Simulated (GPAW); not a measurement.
# Polarising 1T-VBrI monolayer with a field along the normal

The dipole of the cell at several fields, atoms fixed. What does the strongest field give, and what length does the slope stand for?

Set-up. GPAW 26.7.0, plane waves (400 eV), PAW setups, PBE, 9×9 mesh, a dipole layer in the vacuum; geometry relaxed without an applied field with GPAW. The cell's area is 13.77 Å², and e/ε0 = 180.95 V Å.

What came out, but for one run:

| field (V/Å) | dipole (e Å) |
| --- | --- |
| −0.2 | −0.1017 |
| −0.1 | −0.0650 |
| −0.05 | −0.0467 |
| 0.05 | −0.0100 |
| 0.1 | 0.0084 |
| 0.2 | 0.0452 |
| 0.3 | ? |

**Question.** What is the dipole at 0.3 V/Å?

A: A line through the 6 points has the slope α = 0.367 e Å per V/Å and the intercept p₀ = −0.0283 e Å (r.m.s. residual 4.3e−05). At 0.3 V/Å it gives p = −0.0283 + 0.367 × 0.3 = 0.0819 e Å; the run gives 0.0820 e Å, so the response stays linear to 0.1 % of the induced part. Dividing by ε0 and the area: α/(ε0 A) = 0.367 × 180.95 / 13.77 = 4.82 Å, against 3.02 Å between the outer nuclei.

Caveats: This is the electronic response alone; ions that move would add to it in polar layers. Spin-polarised runs started from parallel moments; another order may lie lower. Spin-orbit coupling is left out, which matters for the heavier atoms here. Layers with unlike faces were relaxed with their cell in a fully periodic cell without the dipole layer, so their atoms felt a small spurious field.
